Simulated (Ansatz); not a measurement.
# How fast states decay through MgZnAg2F6, part 3 of 3

Aim: relax a made-up compound, MgZnAg2F6, and see how good a tunnel barrier it would be. It is built by putting Mg for part of the Zn in the ZnAgF3 structure of space group R-3, with the volume rescaled by atomic radii. The parent structure comes from the Materials Project.

Ansatz 0.2.0; PBEsol DFT, plane waves, PAW files (the session's first sound run).

So far, decay constant at the filling level, zone centre (Å⁻¹): step 4 (complex bands, plane (101)) 0.285.

The structure was built from a prototype and need not be the compound's stable phase.

## Step 5: Complex bands, plane (001)

Level of this step: PBEsol DFT, plane waves, PAW files; complex bands by layer matching along the plane's normal (Ansatz).

The same for the (001) plane, at (0, 0) and (0.5, 0), to see how the decay depends on direction.

input.yaml reads:

```yaml
crystal:
  lattice:
    - [5.33340078, 0.0, 0.0]
    - [2.66670039, 4.618860564, 0.0]
    - [2.66670039, -1.539620188, 5.488476241]
  atoms:
    - { symbol: Mg, position: [0.3214506318, 0.3392746841, 0.0178240523] }
    - { symbol: Zn, position: [0.6801678784, 0.6599160608, 0.9797481824] }
    - { symbol: Ag, position: [0.7115894784, 0.1442052608, 0.4326157824] }
    - { symbol: Ag, position: [0.2925163222, 0.8537418389, 0.5612255167] }
    - { symbol: F, position: [0.5061501653, 0.5464644574, 0.7962301991] }
    - { symbol: F, position: [0.7502342583, 0.9473853773, 0.7962301991] }
    - { symbol: F, position: [0.1511551782, 0.3023803644, 0.7962301991] }
    - { symbol: F, position: [0.4833127926, 0.4526140005, 0.2066319565] }
    - { symbol: F, position: [0.8574412504, 0.6899447491, 0.2066319565] }
    - { symbol: F, position: [0.245982044, 0.0640732069, 0.2066319565] }
kpoints:
  mp_grid: { grid: [6, 6, 6] }
scf:
  occupations: { method: fixed }
hamiltonian:
  xc: pbesol
output:
  eigenvalues: true
  transmission:
    leads: [[0, 0]]
    kpoints: [[0.0, 0.0], [0.5, 0.0]]
    e_range: [-1.0, 2.47]
    de: 0.07
```

Launch:

```sh
$ ansatz run input.yaml --threads 2 --pin off --max-ram 4096MiB --backend cpu --events-out ev --progress --plain --runs-dir out
```

Numbers of over 12 decimals in the logs are rounded to 6 here.

Output:

```text
[...]
Crystal: 10 atoms, lattice volume = 135.204 Å³
Basis set: ecut = 420 eV, 2635 PW (Γ)
Bands: 62, of which v1, the nominal top of the filled ones, is band 51 counted from 1 (50 counted from 0)
Symmetry: 3 space group operations
[...]
k-points: 40 of 216 (time reversal used)
[...]
SCF iter   1: F=—  HF=-25044.019207 eV  |F-HF|=—  |Δ(HF+E_count)|=         —  Δρ=1.45e-2  dr2=1.83e-1  ethr=1.77e-3  ⟨swp⟩=5.0  Hψ=8201  notcnv=0  defer=357
[...]
SCF iter   8: F=-25043.964590 eV  HF=-25043.964590 eV  |F-HF|=6.93e-8  |Δ(HF+E_count)|=   4.50e-7  Δρ=4.73e-6  dr2=4.82e-8  ethr=9.80e-11  ⟨swp⟩=9.5  Hψ=9709  notcnv=0
SCF 1 converged in 8 iterations: F = -25043.964590 eV  dr2 = 4.82e-8
[...]
transmission: 7 of 14 steps passed
transmission: 14 of 14 steps passed
SCF converged after 8 iterations
Free energy (F): -25043.964590 eV
[...]
Internal energy: -25043.964590 eV  (E = F + TS)
E sigma→0 (E₀):  -25043.964590 eV
Fermi energy:    5.701775 eV
[...]
--- Band table (eV; the first three rows and the last of 40) ---
  k-point 0: bands = [... 47 lower, 5.4056, 5.4056, 5.7018, 5.7018, 7.1733, 12.5488, 12.9341, 14.4373, ... 7 higher]
  k-point 1: bands = [... 47 lower, 5.3846, 5.4043, 5.6567, 5.6581, 7.4619, 11.7625, 13.2569, 14.4734, ... 7 higher]
  k-point 2: bands = [... 47 lower, 5.3830, 5.3842, 5.5419, 5.5581, 8.1512, 10.7152, 13.3597, 14.4981, ... 7 higher]
  k-point 39: bands = [... 47 lower, 5.3337, 5.4192, 5.4635, 5.5696, 10.0023, 10.1678, 11.5710, 12.8091, ... 7 higher]
--- Transmission ---
  basis      : 211 plane waves across, 7 finite elements along
  points     : 2, as listed
[...]
crystal 0  : Mg1F6Ag2Zn1, at the sites [0, 0], period 5.4885 Å: whole cells are its period
[...]
channels       : 0.000000e0 a spin
[...]
slowest decay  : 0.2682 /Å at (0.0000, 0.0000)
```

It took 36 s on 2 threads of Arm Neoverse V2, shared host; peak memory 0.75 GiB; 71 s of CPU time.

This step gave:

| Item | Value |
| --- | --- |
| decay constant at the filling level, zone centre | 0.2682 Å⁻¹ |
| decay constant at the filling level, slowest listed point | 0.2682 Å⁻¹ |

K parallel (0, 0); values up to 1.5 1/Å, a degenerate pair printed once or twice; energies at which all values exceed this have no row. Table of Im kz of the slowest decaying states by energy, zero at the highest filled level on the SCF mesh:

| energy (eV) | decay 1 (Å⁻¹) | decay 2 (Å⁻¹) | decay 3 (Å⁻¹) | decay 4 (Å⁻¹) |
| --- | --- | --- | --- | --- |
| -1.00 | 0.157 | 0.424 | 0.568 | 0.573 |
| -0.86 | 0.428 | 0.556 | 0.601 | 0.616 |
| -0.72 | 0.182 | 0.412 | 0.513 | 0.593 |
| -0.58 | 0.299 | 0.415 | 0.646 | 0.660 |
| -0.44 | 0.261 | 0.310 | 0.336 | 0.713 |
| -0.30 | 0.337 | 0.753 | 0.826 | 1.12 |
| -0.16 | 0.343 | 0.388 | 0.782 | 0.901 |
| -0.02 | 0.340 | 0.491 | 0.806 | 0.968 |
| 0.12 | 0.288 | 0.334 | 0.557 | 0.825 |
| 0.26 | 0.324 | 0.402 | 0.605 | 0.842 |
| 0.40 | 0.311 | 0.477 | 0.642 | 0.857 |
| 0.54 | 0.296 | 0.533 | 0.672 | 0.871 |
| 0.68 | 0.278 | 0.578 | 0.696 | 0.883 |
| 0.75 | 0.268 | 0.597 | 0.707 | 0.889 |
| 0.89 | 0.245 | 0.631 | 0.725 | 0.900 |
| 1.03 | 0.217 | 0.659 | 0.742 | 0.911 |
| 1.17 | 0.182 | 0.684 | 0.756 | 0.921 |
| 1.31 | 0.136 | 0.704 | 0.769 | 0.930 |
| 1.45 | 0.0499 | 0.723 | 0.781 | 0.940 |
| 1.59 | 0.739 | 0.792 | 0.949 | 1.15 |
| 1.73 | 0.753 | 0.801 | 0.957 | 1.14 |
| 1.87 | 0.765 | 0.810 | 0.966 | 1.14 |
| 2.01 | 0.777 | 0.818 | 0.975 | 1.13 |
| 2.15 | 0.787 | 0.826 | 0.984 | 1.13 |
| 2.29 | 0.797 | 0.833 | 0.992 | 1.12 |
| 2.43 | 0.805 | 0.839 | 1.00 | 1.12 |

K parallel (0.5, 0); values up to 1.5 1/Å, a degenerate pair printed once or twice; energies at which all values exceed this have no row. Im kz of the slowest decaying states against energy, zero at the highest filled level on the SCF mesh:

| energy (eV) | decay 1 (Å⁻¹) | decay 2 (Å⁻¹) | decay 3 (Å⁻¹) | decay 4 (Å⁻¹) |
| --- | --- | --- | --- | --- |
| -1.00 | 0.373 | 0.456 | 0.514 | 0.568 |
| -0.86 | 0.440 | 0.541 | 0.551 | 0.621 |
| -0.65 | 0.193 | 0.423 | 0.518 | 0.654 |
| -0.51 | 0.170 | 0.226 | 0.252 | 0.376 |
| -0.30 | 0.0647 | 0.505 | 0.588 | 0.883 |
| -0.16 | 0.102 | 0.109 | 0.540 | 0.670 |
| -0.02 | 0.286 | 0.292 | 0.586 | 0.708 |
| 0.05 | 0.347 | 0.361 | 0.610 | 0.720 |
| 0.19 | 0.427 | 0.440 | 0.656 | 0.739 |
| 0.40 | 0.498 | 0.504 | 0.723 | 0.759 |
| 0.54 | 0.519 | 0.543 | 0.763 | 0.769 |
| 0.68 | 0.534 | 0.576 | 0.777 | 0.798 |
| 0.89 | 0.549 | 0.620 | 0.784 | 0.843 |
| 1.03 | 0.556 | 0.646 | 0.786 | 0.870 |
| 1.24 | 0.562 | 0.688 | 0.781 | 0.906 |
| 1.38 | 0.563 | 0.726 | 0.763 | 0.929 |
| 1.59 | 0.563 | 0.758 | 0.965 | 1.01 |
| 1.73 | 0.560 | 0.766 | 0.990 | 1.02 |
| 1.94 | 0.553 | 0.776 | 1.04 | 1.04 |
| 2.08 | 0.546 | 0.782 | 1.06 | 1.07 |
| 2.29 | 0.533 | 0.789 | 1.04 | 1.06 |
| 2.43 | 0.521 | 0.792 | 1.04 | 1.06 |

At the listed wavevectors the last open channel is at -0.02 eV and the next at +1.52 eV on the grid. At +0.75 eV, the grid energy nearest the filling level (the middle of the gap on the SCF mesh), the slowest state at the listed wavevectors decays with κ = 0.268 Å⁻¹, its amplitude falling by e over 3.7 Å; the first such run, plane (101), gave 0.285 Å⁻¹.

## Step 6: Band edges at another level

This step: LDA DFT, plane waves, PAW files (Ansatz 0.2.0).

The edges again with LDA, at the same atoms.

input.yaml reads:

```yaml
crystal:
  lattice:
    - [2.6667003899, 1.5396201879, 5.4884762413]
    - [-2.6667003899, 1.5396201879, 5.4884762413]
    - [0.0, -3.0792403759, 5.4884762413]
  atoms:
    - { symbol: Mg, position: [0.6607253159, 0.6607253159, 0.6607253159] }
    - { symbol: Zn, position: [0.3400839392, 0.3400839392, 0.3400839392] }
    - { symbol: Ag, position: [0.8557947392, 0.8557947392, 0.8557947392] }
    - { symbol: Ag, position: [0.1462581611, 0.1462581611, 0.1462581611] }
    - { symbol: F, position: [0.0526146227, 0.4535355426, 0.6976196356] }
    - { symbol: F, position: [0.6976196356, 0.0526146227, 0.4535355426] }
    - { symbol: F, position: [0.4535355426, 0.6976196356, 0.0526146227] }
    - { symbol: F, position: [0.9359267931, 0.5473859995, 0.3100552509] }
    - { symbol: F, position: [0.5473859995, 0.3100552509, 0.9359267931] }
    - { symbol: F, position: [0.3100552509, 0.9359267931, 0.5473859995] }
kpoints:
  mp_grid: { grid: [6, 6, 6] }
  band_path: { path: [VBM, CBM], npoints: 30 }
scf:
  occupations: { method: fixed }
hamiltonian:
  xc: lda
output:
  eigenvalues: true
```

Output:

```text
[...]
Crystal: 10 atoms, lattice volume = 135.204 Å³
Basis set: ecut = 420 eV, 2635 PW (Γ)
Bands: 62, of which v1, the nominal top of the filled ones, is band 51 counted from 1 (50 counted from 0)
Symmetry: 3 space group operations
[...]
k-points: 40 of 216 (time reversal used)
[...]
SCF iter   1: F=—  HF=-24830.606534 eV  |F-HF|=—  |Δ(HF+E_count)|=         —  Δρ=2.11e-2  dr2=4.35e-1  ethr=1.77e-3  ⟨swp⟩=5.0  Hψ=8181  notcnv=0  defer=358
[...]
SCF iter   9: F=-24830.471713 eV  HF=-24830.471713 eV  |F-HF|=1.62e-9  |Δ(HF+E_count)|=   1.19e-7  Δρ=2.95e-6  dr2=1.57e-8  ethr=9.80e-11  ⟨swp⟩=9.4  Hψ=8632  notcnv=0
SCF 1 converged in 9 iterations: F = -24830.471713 eV  dr2 = 1.57e-8
[...]
SCF converged after 9 iterations
Free energy (F): -24830.471713 eV
[...]
Internal energy: -24830.471713 eV  (E = F + TS)
E sigma→0 (E₀):  -24830.471713 eV
Fermi energy:    5.402243 eV
[...]
--- Band table (eV; the first three rows and the last of 40) ---
  k-point 0: bands = [... 47 lower, 5.1080, 5.1080, 5.4022, 5.4022, 6.7503, 12.0886, 12.4753, 13.9936, ... 7 higher]
  k-point 1: bands = [... 47 lower, 5.0928, 5.1070, 5.3333, 5.3838, 7.1496, 11.8608, 12.2547, 13.3071, ... 7 higher]
  k-point 2: bands = [... 47 lower, 5.0460, 5.1368, 5.1885, 5.3344, 8.1030, 10.7030, 12.0025, 13.1128, ... 7 higher]
  k-point 39: bands = [... 47 lower, 5.1049, 5.1049, 5.1704, 5.1704, 8.2737, 9.6305, 12.9092, 14.1034, ... 7 higher]
```

The job ended after 47 s (2 threads; peak memory 0.54 GiB; 92 s of CPU time).

This step gave:

| Item | Value |
| --- | --- |
| free energy | -24830.4717 eV |
| Fermi energy | 5.402 eV |
| gap on the k-mesh | 1.348 eV |
| gap on path | 1.348 eV, by band count; negative where bands overlap |
| direct gap on path | 1.348 eV |
| edge places on path | 3.97e-4, 0.01192 1/A along the path |

Electronic bands along the path, in eV, zero at the Fermi level (highest filled level under fixed occupations); v1 is the highest filled band, c1 the lowest empty one:

| point | v4 | v3 | v2 | v1 | c1 | c2 | c3 |
| --- | --- | --- | --- | --- | --- | --- | --- |
| VBM | -0.30 | -0.29 | 0.00 | 0.00 | 1.35 | 6.68 | 7.08 |
| halfway | -0.29 | -0.29 | 0.00 | 0.00 | 1.35 | 6.68 | 7.07 |
| CBM | -0.29 | -0.29 | 0.00 | 0.00 | 1.35 | 6.69 | 7.07 |

The searched edges give 1.35 eV, as on the mesh.

## Step 7: Complex bands at another level

This step: LDA DFT, plane waves, PAW files; complex bands by layer matching along the plane's normal (Ansatz 0.2.0).

The complex bands at that level, over its own gap, at (0, 0) and (0.5, 0).

input.yaml reads:

```yaml
crystal:
  lattice:
    - [6.293257721, 0.0, 0.0]
    - [2.259971317, 4.830910217, 0.0]
    - [2.259971317, 1.886831089, 4.447197091]
  atoms:
    - { symbol: Mg, position: [0.9821759477, 0.3392746841, 0.3392746841] }
    - { symbol: Zn, position: [0.0202518176, 0.6599160608, 0.6599160608] }
    - { symbol: Ag, position: [0.5673842176, 0.1442052608, 0.1442052608] }
    - { symbol: Ag, position: [0.4387744833, 0.8537418389, 0.8537418389] }
    - { symbol: F, position: [0.2037698009, 0.5464644574, 0.3023803644] }
    - { symbol: F, position: [0.2037698009, 0.9473853773, 0.5464644574] }
    - { symbol: F, position: [0.2037698009, 0.3023803644, 0.9473853773] }
    - { symbol: F, position: [0.7933680435, 0.4526140005, 0.6899447491] }
    - { symbol: F, position: [0.7933680435, 0.6899447491, 0.0640732069] }
    - { symbol: F, position: [0.7933680435, 0.0640732069, 0.4526140005] }
kpoints:
  mp_grid: { grid: [6, 6, 6] }
scf:
  occupations: { method: fixed }
hamiltonian:
  xc: lda
output:
  eigenvalues: true
  transmission:
    leads: [[0, 0]]
    kpoints: [[0.0, 0.0], [0.5, 0.0]]
    e_range: [-1.0, 2.35]
    de: 0.06
```

Output:

```text
[...]
Crystal: 10 atoms, lattice volume = 135.204 Å³
Basis set: ecut = 420 eV, 2635 PW (Γ)
Bands: 62, of which v1, the nominal top of the filled ones, is band 51 counted from 1 (50 counted from 0)
Symmetry: 3 space group operations
[...]
k-points: 40 of 216 (time reversal used)
[...]
SCF iter   1: F=—  HF=-24830.606388 eV  |F-HF|=—  |Δ(HF+E_count)|=         —  Δρ=2.11e-2  dr2=4.35e-1  ethr=1.77e-3  ⟨swp⟩=5.0  Hψ=8181  notcnv=0  defer=358
[...]
SCF iter   9: F=-24830.471707 eV  HF=-24830.471707 eV  |F-HF|=1.49e-9  |Δ(HF+E_count)|=   1.19e-7  Δρ=2.97e-6  dr2=1.58e-8  ethr=9.80e-11  ⟨swp⟩=9.4  Hψ=8559  notcnv=0
SCF 1 converged in 9 iterations: F = -24830.471707 eV  dr2 = 1.58e-8
[...]
transmission: 6 of 12 steps passed
transmission: 12 of 12 steps passed
SCF converged after 9 iterations
Free energy (F): -24830.471707 eV
[...]
Internal energy: -24830.471707 eV  (E = F + TS)
E sigma→0 (E₀):  -24830.471707 eV
Fermi energy:    5.402243 eV
[...]
--- Band table (eV; the first three rows and the last of 40) ---
  k-point 0: bands = [... 47 lower, 5.1080, 5.1080, 5.4022, 5.4022, 6.7503, 12.0886, 12.4753, 13.9936, ... 7 higher]
  k-point 1: bands = [... 47 lower, 5.0928, 5.1070, 5.3333, 5.3838, 7.1496, 11.8608, 12.2547, 13.3071, ... 7 higher]
  k-point 2: bands = [... 47 lower, 5.0460, 5.1368, 5.1885, 5.3344, 8.1030, 10.7030, 12.0025, 13.1128, ... 7 higher]
  k-point 39: bands = [... 47 lower, 5.1049, 5.1049, 5.1704, 5.1704, 8.2737, 9.6305, 12.9092, 14.1034, ... 7 higher]
--- Transmission ---
  basis      : 267 plane waves across, 6 finite elements along
  points     : 2, as listed
[...]
channels       : 0.000000e0 a spin
[...]
slowest decay  : 0.2722 /Å at (0.0000, 0.0000)
```

It took 55 s on 2 threads; peak memory 0.98 GiB.

This step gave:

```yaml
level_to_which_the_leads_are_filled: 0.6740 eV from the Fermi level
decay_constant_at_the_filling_level_zone_centre: 0.2722 Å⁻¹
decay_constant_at_the_filling_level_slowest_listed_point: 0.2722 Å⁻¹
```

K parallel (0, 0); values up to 1.5 1/Å, a degenerate pair printed once or twice; energies at which all values exceed this have no row. Table of Im kz of the slowest decaying states by energy, zero at the highest filled level on the SCF mesh:

| energy (eV) | decay 1 (Å⁻¹) | decay 2 (Å⁻¹) | decay 3 (Å⁻¹) | decay 4 (Å⁻¹) |
| --- | --- | --- | --- | --- |
| -1.00 | 0.0959 | 0.123 | 0.327 | 0.425 |
| -0.82 | 0.352 | 0.410 | 0.487 | 0.555 |
| -0.64 | 0.333 | 0.351 | 0.447 | 0.542 |
| -0.52 | 0.229 | 0.282 | 0.339 | 0.370 |
| -0.34 | 0.166 | 0.263 | 0.290 | 0.463 |
| -0.16 | 0.108 | 0.362 | 0.418 | 0.594 |
| -0.04 | 0.404 | 0.463 | 0.615 | 0.844 |
| 0.02 | 0.122 | 0.214 | 0.438 | 0.469 |
| 0.14 | 0.290 | 0.353 | 0.490 | 0.577 |
| 0.32 | 0.318 | 0.453 | 0.526 | 0.669 |
| 0.50 | 0.299 | 0.544 | 0.698 | 0.806 |
| 0.68 | 0.272 | 0.586 | 0.726 | 0.857 |
| 0.80 | 0.250 | 0.610 | 0.743 | 0.879 |
| 0.98 | 0.209 | 0.619 | 0.660 | 0.767 |
| 1.16 | 0.152 | 0.626 | 0.705 | 0.789 |
| 1.28 | 0.0927 | 0.631 | 0.730 | 0.803 |
| 1.46 | 0.637 | 0.765 | 0.821 | 0.974 |
| 1.64 | 0.643 | 0.797 | 0.835 | 0.905 |
| 1.82 | 0.647 | 0.827 | 0.845 | 0.877 |
| 2.00 | 0.650 | 0.851 | 0.855 | 0.867 |
| 2.12 | 0.651 | 0.852 | 0.868 | 0.872 |
| 2.30 | 0.652 | 0.845 | 0.885 | 0.898 |

K parallel (0, 0). Table of Re kz of states that move upwards by energy, zero at the highest filled level on the SCF mesh:

| energy (eV) | channel 1 (Å⁻¹) | channel 2 (Å⁻¹) |
| --- | --- | --- |
| -1.00 | - | - |
| -0.88 | - | - |
| -0.76 | 0.234 | 0.378 |
| -0.64 | 0.469 | - |
| -0.52 | - | - |
| -0.46 | - | - |
| -0.34 | -0.399 | - |
| -0.22 | -0.482 | 0.628 |
| -0.10 | -0.584 | -0.289 |
| 0.02 | - | - |
| 0.14 | - | - |
| 0.26 | - | - |
| 0.38 | - | - |
| 0.50 | - | - |
| 0.62 | - | - |
| 0.68 | - | - |
| 0.80 | - | - |
| 0.92 | - | - |
| 1.04 | - | - |
| 1.16 | - | - |
| 1.28 | - | - |
| 1.40 | 0.0824 | - |
| 1.52 | 0.151 | - |
| 1.64 | 0.199 | - |
| 1.76 | 0.240 | - |
| 1.82 | 0.258 | - |
| 1.94 | 0.292 | - |
| 2.06 | 0.324 | - |
| 2.18 | 0.354 | - |
| 2.30 | 0.382 | - |

K parallel (0.5, 0); values up to 1.5 1/Å, a degenerate pair printed once or twice; energies at which all values exceed this have no row. Table of Im kz of the slowest decaying states by energy, zero at the highest filled level on the SCF mesh:

| energy (eV) | decay 1 (Å⁻¹) | decay 2 (Å⁻¹) | decay 3 (Å⁻¹) | decay 4 (Å⁻¹) |
| --- | --- | --- | --- | --- |
| -1.00 | 0.249 | 0.279 | 0.374 | 0.466 |
| -0.82 | 0.300 | 0.322 | 0.375 | 0.635 |
| -0.64 | 0.107 | 0.244 | 0.377 | 0.423 |
| -0.52 | 0.213 | 0.324 | 0.390 | 0.502 |
| -0.34 | 0.326 | 0.380 | 0.403 | 0.406 |
| -0.16 | 0.287 | 0.351 | 0.381 | 0.475 |
| -0.04 | 0.341 | 0.384 | 0.502 | 0.510 |
| 0.02 | 0.399 | 0.417 | 0.520 | 0.536 |
| 0.14 | 0.424 | 0.536 | 0.542 | 0.564 |
| 0.32 | 0.454 | 0.548 | 0.606 | 0.667 |
| 0.50 | 0.477 | 0.551 | 0.565 | 0.744 |
| 0.68 | 0.502 | 0.541 | 0.568 | 0.806 |
| 0.80 | 0.524 | 0.574 | 0.841 | 0.851 |
| 0.98 | 0.524 | 0.582 | 0.871 | 0.889 |
| 1.16 | 0.521 | 0.589 | 0.872 | 0.911 |
| 1.28 | 0.516 | 0.594 | 0.869 | 0.920 |
| 1.46 | 0.507 | 0.599 | 0.866 | 0.934 |
| 1.64 | 0.493 | 0.604 | 0.865 | 0.947 |
| 1.82 | 0.475 | 0.608 | 0.866 | 0.960 |
| 2.00 | 0.453 | 0.611 | 0.868 | 0.972 |
| 2.12 | 0.435 | 0.613 | 0.870 | 0.980 |
| 2.30 | 0.402 | 0.615 | 0.872 | 0.991 |

At the listed wavevectors the last open channel is at -0.04 eV and the next at +1.40 eV on the grid. At +0.68 eV, the grid energy nearest the filling level (the middle of the gap on the SCF mesh), the slowest state at the listed wavevectors decays with κ = 0.272 Å⁻¹, its amplitude falling by e over 3.7 Å; the first such run, plane (101), gave 0.285 Å⁻¹.

## Step 8: Results

```yaml
band_gap: 1.47 eV
least_decay_constant_at_mid_gap_normal_to_101: 0.285 Å⁻¹
least_decay_constant_at_mid_gap_normal_to_001: 0.268 Å⁻¹
least_decay_constant_lda: 0.272 Å⁻¹
```

What this shows: With PBEsol, the slowest decay at the wavevectors tried is κ = 0.268 Å⁻¹, normal to (001). Through such a film the transmission near mid-gap falls as exp(−2κd), a factor of ten every 4.3 Å. The directions tried decay at nearly the same rate. A free electron under a barrier of half the gap would need a mass of 0.37 mₑ to decay at this rate. With LDA the gap goes from 1.47 to 1.35 eV and the decay constant, over the first 2 listed wavevectors, from 0.285 to 0.272 Å⁻¹. The compound is made up by substitution; its stability against other phases and against distortions of the cell's symmetry was not tested. A semilocal functional narrows gaps, so real decay constants are likely larger.

[Logs are printed without paths, hosts, clocks, repeated set-up lines and the standing remarks that a program may print on its own settings, such as how far it seeks lower states.]

[Hosts, paths, dates, database ids (printed as entryN), source tags and the programs' standing remarks are cut or masked in the printed files.]
